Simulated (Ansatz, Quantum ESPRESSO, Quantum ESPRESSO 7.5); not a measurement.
# Evanescent states of CaO, rock salt type, lattice constant set to 4.767 Å

Wanted: the complex band structure of CaO, rock salt type, lattice constant set to 4.767 Å, as for a tunnel barrier.

Program: Quantum ESPRESSO 7.5. Level of theory: plane-wave DFT, LDA, GBRV ultrasoft pseudopotentials (cross-check by Ansatz 0.2.0 with PAW datasets). Results are calculated unless marked as measured.

Most raw output is cut from this account.

## (1) Starting point

The structure is cubic, space group Fm-3m (No. 225). Conventional cell: a = 4.767 Å, b = 4.767 Å, c = 4.767 Å, α = 90.00°, β = 90.00°, γ = 90.00°. Ca has 6 O at 2.38 Å nearest. O has 6 Ca at 2.38 Å nearest. Farther neighbours and most contacts between anions are not listed.

## (2) Ground state

pwcond needs a cell whose third axis lies along the current and stands perpendicular to the other two.

Input file scf.in:

```
&control
  prefix = 'scf'
  outdir = './out'
  pseudo_dir = './pseudo'
  calculation = 'scf'
  tprnfor = .true.
/
&system
  ibrav = 0
  nat = 4
  ntyp = 2
  ecutwfc = 40
  ecutrho = 200
  occupations = 'fixed'
  nbnd = 20
/
&electrons
  conv_thr = 1e-09
  mixing_beta = 0.6
  electron_maxstep = 120
/
ATOMIC_SPECIES
  Ca  40.0780  ca_lda_v1.uspp.F.UPF
  O   15.9990  o_lda_v1.2.uspp.F.UPF
CELL_PARAMETERS angstrom
  3.37077802591627 0.00000000000000 0.00000000000000
  0.00000000000000 3.37077802591627 0.00000000000000
  0.00000000000000 0.00000000000000 4.76700000000000
ATOMIC_POSITIONS crystal
  Ca  0.000000000000 0.000000000000 0.000000000000
  O   0.500000000000 0.500000000000 0.000000000000
  Ca  0.500000000000 0.500000000000 0.500000000000
  O   0.000000000000 0.000000000000 0.500000000000
K_POINTS automatic
  8 8 6 0 0 0
```

Started as:

```
> OMP_NUM_THREADS=1 mpirun -n 2 pw.x -nk 2 -in scf.in > scf.out
```

Wall time 10 s (2 MPI ranks of AMD EPYC 9R14 (Zen 4), shared host); peak memory 0.2 GiB; 20 s of CPU time.

Numbers from this step:

* free energy: -2925.5360 eV
* valence top, on the run's zero: 7.650 eV
* conduction bottom, on the run's zero: 11.13 eV
* gap by band count: 3.477 eV

The program's own clock; routines nest. Time by routine:

```tsv
routine	wall time (s)	calls
PWSCF	9.33	1
electrons	8.04	1
c_bands	6.52	13
cegterg	5.49	390
h_psi	3.94	1581
fftw	3.17	48544
vloc_psi	3.14	1581
sum_band	1.21	13
init_run	0.98	1
calbec	0.58	2091
h_psi:calbec	0.41	1581
cdiaghg	0.4	1551
wfcinit	0.36	1
s_psi	0.36	1581
```

The run needed 13 iterations to bring the estimated error under 1e-09 Ry.

## (3) Complex bands with pwcond.x

ikind = 0 solves one period of the crystal for all kz, real and complex, at each energy and k across. ewind and epsproj trim the two-dimensional plane-wave basis; nz1 sets the subslabs.

Input file cbs.in:

```
&inputcond
  outdir = './out'
  prefixl = 'scf'
  band_file = 'cbs'
  ikind = 0
  ewind = 4.0
  epsproj = 1e-05
  nz1 = 7
  energy0 = 7.44
  denergy = -0.24
/
4
  0.00000000 0.00000000 1.00000000
  0.50000000 0.00000000 1.00000000
  0.50000000 0.50000000 1.00000000
  0.25000000 0.00000000 1.00000000
40
```

Started as:

```
> OMP_NUM_THREADS=1 mpirun -n 2 pwcond.x -in cbs.in > cbs.out
```

Elapsed: 52 s, on 2 MPI ranks; peak memory 0.14 GiB; 1.7 min of CPU time.

Numbers from this step:

* peak of the smallest κ at the zone centre: 0.306 Å⁻¹
* energy of the peak at the zone centre: 2.4 eV
* peak of the smallest κ at (1/2, 0): 0.588 Å⁻¹
* peak of the smallest κ at (1/2, 1/2): 0.383 Å⁻¹
* peak of the smallest κ at (1/4, 0): 0.401 Å⁻¹

K across = (0, 0) in the cell's reciprocal vectors; values within 0.0025 1/Å of each other count once, columns are sorted by size at each energy, a dash where no further value was kept. The Im kz of the slowest decaying states by energy, zero at the highest filled level of the SCF mesh:

```tsv
energy (eV)	decay 1 (Å⁻¹)	decay 2 (Å⁻¹)	decay 3 (Å⁻¹)
-1.92	0.153	0.977	1.31
-1.44	0.882	1.25	1.56
-0.96	0.272	0.747	1.19
-0.48	0.384	0.457	1.13
-0.24	0.419	0.589	1.1
0.00	0.012	0.448	0.747
0.24	0.14	0.363	0.471
0.72	0.224	0.508	0.519
1.20	0.268	0.535	0.579
1.68	0.292	0.555	0.604
2.16	0.304	0.57	0.61
2.64	0.305	0.542	0.58
2.88	0.302	0.46	0.584
3.36	0.205	0.287	0.573
3.84	0.256	0.541	0.59
4.32	0.197	0.498	0.588
4.80	0.443	0.584	0.708
5.28	0.369	0.576	0.613
5.76	0.262	0.521	0.565
6.00	0.177	0.477	0.558
6.48	0.211	0.394	0.54
6.96	0.309	0.326	0.517
7.44	0.202	0.392	0.466
```

K across = (0, 0) in the cell's reciprocal vectors. Re kz of states that move upwards against energy, zero at the highest filled level of the SCF mesh:

```tsv
energy (eV)	channel 1 (Å⁻¹)	channel 2 (Å⁻¹)	channel 3 (Å⁻¹)
-1.92	-	-	-
-1.44	-0.497	-0.200	-
-0.96	-0.352	-	-
-0.48	-0.224	-	-
-0.24	-0.520	-0.520	-0.151
0.00	-	-	-
0.24	-	-	-
0.72	-	-	-
1.20	-	-	-
1.68	-	-	-
2.16	-	-	-
2.64	-	-	-
2.88	-	-	-
3.36	-	-	-
3.84	0.368	-	-
4.32	0.570	-	-
4.80	-0.589	0.0436	-
5.28	-0.442	0.253	-
5.76	-0.284	0.395	-
6.00	-0.184	0.464	-
6.48	0.223	0.223	0.600
6.96	-0.584	0.376	0.376
7.44	-0.447	0.497	0.497
```

K across = (1/2, 0) in the cell's reciprocal vectors; values within 0.0025 1/Å of each other count once, columns are sorted by size at each energy, a dash where no further value was kept. Im kz of the slowest decaying states against energy, zero at the highest filled level of the SCF mesh:

```tsv
energy (eV)	decay 1 (Å⁻¹)	decay 2 (Å⁻¹)	decay 3 (Å⁻¹)
-1.92	0.266	0.555	0.725
-1.44	0.298	0.442	0.457
-0.96	0.464	0.55	1.91
-0.48	0.31	0.616	0.66
-0.24	0.365	0.637	0.706
0.00	0.404	0.652	0.738
0.24	0.432	0.663	0.762
0.72	0.474	0.674	0.793
1.20	0.504	0.674	0.809
1.68	0.527	0.663	0.816
2.16	0.549	0.64	0.815
2.64	0.588	0.808	1.59
2.88	0.583	0.803	1.56
3.36	0.568	0.788	1.51
3.84	0.548	0.768	1.46
4.32	0.522	0.744	1.40
4.80	0.489	0.715	1.33
5.28	0.445	0.679	1.26
5.76	0.386	0.636	1.18
6.00	0.346	0.611	1.13
6.48	0.31	0.551	1.02
6.96	0.264	0.472	0.852
7.44	0.354	0.457	0.531
```

K across = (1/2, 1/2) in the cell's reciprocal vectors; values within 0.0025 1/Å of each other count once, columns are sorted by size at each energy, a dash where no further value was kept. The Im kz of the slowest decaying states by energy, zero at the highest filled level of the SCF mesh:

```tsv
energy (eV)	decay 1 (Å⁻¹)	decay 2 (Å⁻¹)	decay 3 (Å⁻¹)
-1.92	0.312	0.785	2.04
-1.68	0.244	0.702	2.02
-1.20	0.748	1.99	2.34
-0.96	0.872	1.97	2.33
-0.72	0.941	1.95	2.31
-0.24	0.143	0.18	1.02
0.00	0.229	0.277	1.05
0.24	0.282	0.327	1.07
0.72	0.351	0.373	1.11
0.96	0.375	0.381	1.12
1.20	0.383	0.395	1.13
1.68	0.369	0.424	1.15
1.92	0.355	0.436	1.15
2.16	0.336	0.445	1.16
2.64	0.282	0.459	1.16
2.88	0.243	0.463	1.16
3.36	0.112	0.469	1.16
3.60	0.47	1.16	1.54
3.84	0.47	1.16	1.51
4.32	0.467	1.16	1.46
4.56	0.464	1.15	1.43
4.80	0.459	1.15	1.40
5.28	0.448	1.14	1.33
5.52	0.44	1.14	1.30
5.76	0.431	1.13	1.26
6.24	0.409	1.12	1.19
6.48	0.395	1.11	1.14
6.72	0.379	1.10	1.10
7.20	0.339	0.993	1.09
7.44	0.312	0.933	1.08
```

K across = (1/4, 0) in the cell's reciprocal vectors; values within 0.0025 1/Å of each other count once, columns are sorted by size at each energy, a dash where no further value was kept. Im kz of the slowest decaying states against energy, zero at the highest filled level of the SCF mesh:

```tsv
energy (eV)	decay 1 (Å⁻¹)	decay 2 (Å⁻¹)	decay 3 (Å⁻¹)
-1.92	0.756	0.859	1.52
-1.68	0.681	0.798	1.49
-1.20	0.096	0.41	0.615
-0.96	0.287	0.42	1.42
-0.72	0.398	0.438	0.447
-0.24	0.088	0.46	0.477
0.00	0.2	0.478	0.553
0.24	0.254	0.495	0.587
0.72	0.318	0.522	0.617
0.96	0.338	0.534	0.624
1.20	0.355	0.544	0.627
1.68	0.378	0.56	0.626
1.92	0.386	0.566	0.621
2.16	0.393	0.571	0.614
2.64	0.4	0.579	0.593
2.88	0.401	0.58	0.664
3.36	0.399	0.546	0.584
3.60	0.397	0.526	0.585
3.84	0.393	0.503	0.584
4.32	0.387	0.441	0.573
4.56	0.393	0.483	0.551
4.80	0.347	0.369	0.526
5.28	0.304	0.467	0.568
5.52	0.26	0.431	0.563
5.76	0.195	0.389	0.558
6.24	0.022	0.277	0.548
6.48	0.149	0.188	0.545
6.72	0.173	0.546	0.64
7.20	0.546	0.594	0.809
7.44	0.228	0.508	0.515
```

The program's own clock; routines nest. Time by routine:

```tsv
routine	wall time (s)	calls
PWCOND	51.29	1
scatter_forw	32.57	160
compbs	17.79	160
compbs_2	16.66	160
init	0.51	1
local	0.4	4
poten	0.07	1
```

## (4) Complex band structure, with ewind = 1.0

A sensitivity test on the input.

cbs.w.in is the input of step 3 with these lines changed:

```diff
@@ -3,5 +3,5 @@
   prefixl = 'scf'
-  band_file = 'cbs'
+  band_file = 'cbs.w'
   ikind = 0
-  ewind = 4.0
+  ewind = 1.0
   epsproj = 1e-05
```

Started as:

```
> OMP_NUM_THREADS=1 mpirun -n 2 pwcond.x -in cbs.w.in > cbs.w.out
```

It took 30 s on 2 MPI ranks; peak memory 0.14 GiB; 60 s of CPU time.

The changed values were drawn from a wide range, not chosen for quality; the comparison shows what they did here together.

Beside the run it was changed from:

```tsv
quantity	this run	unchanged run	difference
peak of the smallest κ at the zone centre (Å⁻¹)	0.306	0.306	0
peak of the smallest κ at (1/2, 0) (Å⁻¹)	0.588	0.588	0
peak of the smallest κ at (1/2, 1/2) (Å⁻¹)	0.383	0.383	0
wall time (s)	30	52
```

The physical values in this table stay within 0.05 %.

## (5) Cross-check with Ansatz

A second code with its own PAW datasets, on the same atoms.

Level of this step: plane-wave DFT, LDA, Ansatz PAW (Ansatz 0.2.0).

Input file input.yaml:

```yaml
crystal:
  lattice:
    - [3.3707780259, 0.0, 0.0]
    - [0.0, 3.3707780259, 0.0]
    - [0.0, 0.0, 4.767]
  atoms:
    - { symbol: Ca, position: [0.0, 0.0, 0.0] }
    - { symbol: O, position: [0.5, 0.5, 0.0] }
    - { symbol: Ca, position: [0.5, 0.5, 0.5] }
    - { symbol: O, position: [0.0, 0.0, 0.5] }
kpoints:
  mp_grid: { grid: [8, 8, 6] }
hamiltonian:
  xc: lda
scf:
  occupations: { method: fixed }
  convergence: { dr2_threshold: 1.0e-09 }
output:
  transmission:
    leads: [[0, 0]]
    kpoints: [[0, 0], [0.5, 0], [0.5, 0.5], [0.25, 0]]
    e_range: [-1.92, 7.44]
    de: 0.24
```

Started as:

```
> ansatz run input.yaml --threads 2 --pin off --max-ram 4096MiB --backend cpu --events-out ev --progress --plain --runs-dir out
```

The job ended after 7.6 s (2 threads; peak memory 0.38 GiB).

Numbers from this step:

* free energy: -4663.2508 eV
* gap by band count: 3.474 eV
* symmetry operations: 32
* slowest decay at the grid energy nearest mid-gap: 0.2919 Å⁻¹
* peak of the smallest κ at the zone centre: 0.3055 Å⁻¹
* peak of the smallest κ at (1/2, 0): 0.5881 Å⁻¹
* peak of the smallest κ at (1/2, 1/2): 0.3826 Å⁻¹
* peak of the smallest κ at (1/4, 0): 0.4006 Å⁻¹
* valence top, on the run's zero: 7.561 eV

K across = (0, 0) in the cell's reciprocal vectors; values within 0.0025 1/Å of each other count once, columns are sorted by size at each energy, a dash where no further value was kept. Im kz of the slowest decaying states against energy, zero at the highest filled level of the SCF mesh:

```tsv
energy (eV)	decay 1 (Å⁻¹)	decay 2 (Å⁻¹)	decay 3 (Å⁻¹)
-1.92	0.155	0.978	1.31
-1.68	0.933	1.28	-
-1.44	0.882	1.25	-
-1.20	0.158	0.822	1.22
-0.96	0.273	0.748	1.19
-0.72	0.338	0.644	1.16
-0.48	0.384	0.457	1.13
-0.24	0.420	0.591	1.10
0.00	0.0104	0.0232	0.448
0.24	0.140	0.363	0.472
0.72	0.224	0.509	0.519
0.96	0.249	0.523	0.555
1.20	0.267	0.536	0.579
1.44	0.281	0.546	0.595
1.68	0.292	0.556	0.604
1.92	0.299	0.563	0.609
2.16	0.304	0.570	0.610
2.40	0.306	0.576	0.608
2.64	0.305	0.542	0.580
2.88	0.301	0.459	0.584
3.12	0.295	0.357	0.585
3.36	0.204	0.286	0.573
3.60	0.272	0.558	0.590
3.84	0.254	0.541	0.590
4.08	0.230	0.521	0.590
4.32	0.195	0.498	0.588
4.56	0.139	0.472	0.586
4.80	0.442	0.584	0.706
5.28	0.368	0.576	0.611
5.52	0.320	0.564	0.570
5.76	0.260	0.519	0.564
6.00	0.174	0.475	0.557
6.24	0.0949	0.434	0.549
6.48	0.214	0.393	0.540
6.72	0.280	0.351	0.529
6.96	0.307	0.327	0.516
7.20	0.258	0.364	0.501
7.44	0.199	0.394	0.460
```

K across = (0, 0) in the cell's reciprocal vectors. Re kz of states that move upwards against energy, zero at the highest filled level of the SCF mesh:

```tsv
energy (eV)	channel 1 (Å⁻¹)	channel 2 (Å⁻¹)	channel 3 (Å⁻¹)
-1.92	-	-	-
-1.68	-0.607	-0.381	-
-1.44	-0.498	-0.201	-
-1.20	-0.420	-	-
-0.96	-0.352	-	-
-0.72	-0.289	-	-
-0.48	-0.225	-	-
-0.24	-0.520	-0.520	-0.152
0.00	-	-	-
0.24	-	-	-
0.72	-	-	-
0.96	-	-	-
1.20	-	-	-
1.44	-	-	-
1.68	-	-	-
1.92	-	-	-
2.16	-	-	-
2.40	-	-	-
2.64	-	-	-
2.88	-	-	-
3.12	-	-	-
3.36	-	-	-
3.60	0.215	-	-
3.84	0.369	-	-
4.08	0.479	-	-
4.32	0.571	-	-
4.56	0.653	-	-
4.80	-0.588	0.0573	-
5.28	-0.441	0.257	-
5.52	-0.365	0.329	-
5.76	-0.282	0.399	-
6.00	-0.181	0.468	-
6.24	0.0959	0.0959	0.536
6.48	0.226	0.226	0.604
6.72	-0.647	0.310	0.310
6.96	-0.581	0.379	0.379
7.20	-0.513	0.441	0.441
7.44	-0.443	0.499	0.499
```

K across = (1/2, 0) in the cell's reciprocal vectors; values within 0.0025 1/Å of each other count once, columns are sorted by size at each energy, a dash where no further value was kept. Im kz of the slowest decaying states against energy, zero at the highest filled level of the SCF mesh:

```tsv
energy (eV)	decay 1 (Å⁻¹)	decay 2 (Å⁻¹)	decay 3 (Å⁻¹)
-1.92	0.265	0.556	0.726
-1.68	0.366	0.452	0.626
-1.20	0.502	-	-
-0.96	0.463	0.550	-
-0.72	0.211	0.587	0.590
-0.24	0.366	0.637	0.706
0.00	0.404	0.652	0.738
0.24	0.433	0.663	0.762
0.72	0.475	0.674	0.793
0.96	0.491	0.675	0.803
1.20	0.504	0.674	0.810
1.68	0.527	0.663	0.816
1.92	0.538	0.653	0.816
2.16	0.549	0.640	0.815
2.64	0.588	0.808	-
2.88	0.583	0.803	-
3.36	0.568	0.788	-
3.60	0.559	0.779	1.49
3.84	0.548	0.769	1.46
4.32	0.522	0.744	1.40
4.56	0.506	0.730	1.37
4.80	0.488	0.714	1.33
5.28	0.445	0.679	1.26
5.52	0.418	0.658	1.22
5.76	0.385	0.635	1.18
6.24	0.289	0.582	1.08
6.48	0.310	0.550	1.02
6.72	0.298	0.514	0.942
7.20	0.171	0.222	0.419
7.44	0.351	0.472	0.521
```

K across = (1/2, 1/2) in the cell's reciprocal vectors; values within 0.0025 1/Å of each other count once, columns are sorted by size at each energy, a dash where no further value was kept. Table of Im kz of the slowest decaying states by energy, zero at the highest filled level of the SCF mesh:

```tsv
energy (eV)	decay 1 (Å⁻¹)	decay 2 (Å⁻¹)	decay 3 (Å⁻¹)
-1.92	0.313	0.786	-
-1.68	0.245	0.703	-
-1.20	0.749	-	-
-0.96	0.873	-	-
-0.72	0.941	-	-
-0.24	0.143	0.179	1.02
0.00	0.229	0.277	1.05
0.24	0.282	0.327	1.07
0.72	0.351	0.373	1.11
0.96	0.375	0.381	1.12
1.20	0.383	0.395	1.13
1.68	0.369	0.425	1.15
1.92	0.355	0.436	1.15
2.16	0.336	0.445	1.16
2.64	0.282	0.459	1.16
2.88	0.243	0.463	1.16
3.36	0.111	0.469	1.16
3.60	0.470	1.16	-
3.84	0.470	1.16	-
4.32	0.467	1.16	1.46
4.56	0.464	1.15	1.43
4.80	0.459	1.15	1.40
5.28	0.447	1.14	1.33
5.52	0.440	1.14	1.30
5.76	0.431	1.13	1.26
6.24	0.408	1.12	1.18
6.48	0.394	1.11	1.14
6.72	0.378	1.09	1.10
7.20	0.337	0.990	1.09
7.44	0.310	0.929	1.08
```

K across = (1/4, 0) in the cell's reciprocal vectors; values within 0.0025 1/Å of each other count once, columns are sorted by size at each energy, a dash where no further value was kept. Im kz of the slowest decaying states against energy, zero at the highest filled level of the SCF mesh:

```tsv
energy (eV)	decay 1 (Å⁻¹)	decay 2 (Å⁻¹)	decay 3 (Å⁻¹)
-1.92	0.757	0.860	-
-1.44	0.581	0.722	1.47
-0.96	0.286	0.421	1.42
-0.48	0.324	0.444	0.474
-0.24	0.087	0.461	0.477
0.00	0.200	0.479	0.553
0.24	0.254	0.495	0.588
0.72	0.318	0.523	0.617
1.20	0.355	0.544	0.628
1.68	0.378	0.560	0.626
2.16	0.392	0.571	0.614
2.64	0.399	0.579	0.593
2.88	0.401	0.580	0.663
3.36	0.399	0.546	0.584
3.84	0.393	0.502	0.584
4.32	0.386	0.441	0.573
4.80	0.344	0.368	0.526
5.28	0.303	0.466	0.568
5.76	0.193	0.388	0.558
6.00	0.113	0.338	0.553
6.48	0.151	0.184	0.544
6.96	0.154	0.571	0.670
7.44	0.236	0.504	0.514
```

## (6) Worked from the printed numbers

T falls as exp(−2κd). With κ = 0.294 1/Å, 10 Å of barrier pass exp(−2 × 0.294 × 10) = 0.0028 of that channel, interfaces aside.

## (7) Results

- gap on the SCF mesh: 3.48 eV
- smallest κ at mid-gap among the four k points, at the zone centre: 0.294 Å⁻¹
- peak of the smallest κ in the stop band at the zone centre: 0.306 Å⁻¹
- peak of the smallest κ in the stop band at (1/2, 0): 0.588 Å⁻¹
- peak of the smallest κ in the stop band at (1/2, 1/2): 0.383 Å⁻¹
- peak of the smallest κ in the stop band at (1/4, 0): 0.401 Å⁻¹
- energy of the peak at the zone centre, over the highest filled level: 2.40 eV
- peak at the zone centre by Ansatz: 0.306 Å⁻¹

With a gap of 3.48 eV on the mesh, the smallest κ at mid-gap among the four k points, at the zone centre is 0.294 Å⁻¹ (LDA, GBRV ultrasoft). For a barrier with the Fermi level at mid-gap the slowest state found, at the zone centre, loses a factor of ten in probability every 3.9 Å or so. Stop bands away from the zone centre are mostly wider than the gap, so their peaks can lie above the conduction bottom. At the zone centre pwcond's peak is 0.306 and Ansatz's 0.306 1/Å, 0 % apart. The cell is the a/√2 one, turned by 45°, with two primitive cells, so X along [001] folds onto kz = 0. A semilocal gap is too small, often by a third to a half and by more in narrow-gap crystals, so real barriers decay faster.

[Logs are printed without paths, hosts, clocks, repeated set-up lines and the standing remarks that a program may print on its own settings, such as how far it seeks lower states.]

[Hosts, paths, dates, database ids (printed as entryN), source tags and the programs' standing remarks are cut or masked in the printed files.]

[Maps of the electrostatic potential energy from Ansatz leave out the sawtooth potential of an applied field or a dipole correction, so their vacuum need not be flat; planar profiles and work functions include it.]
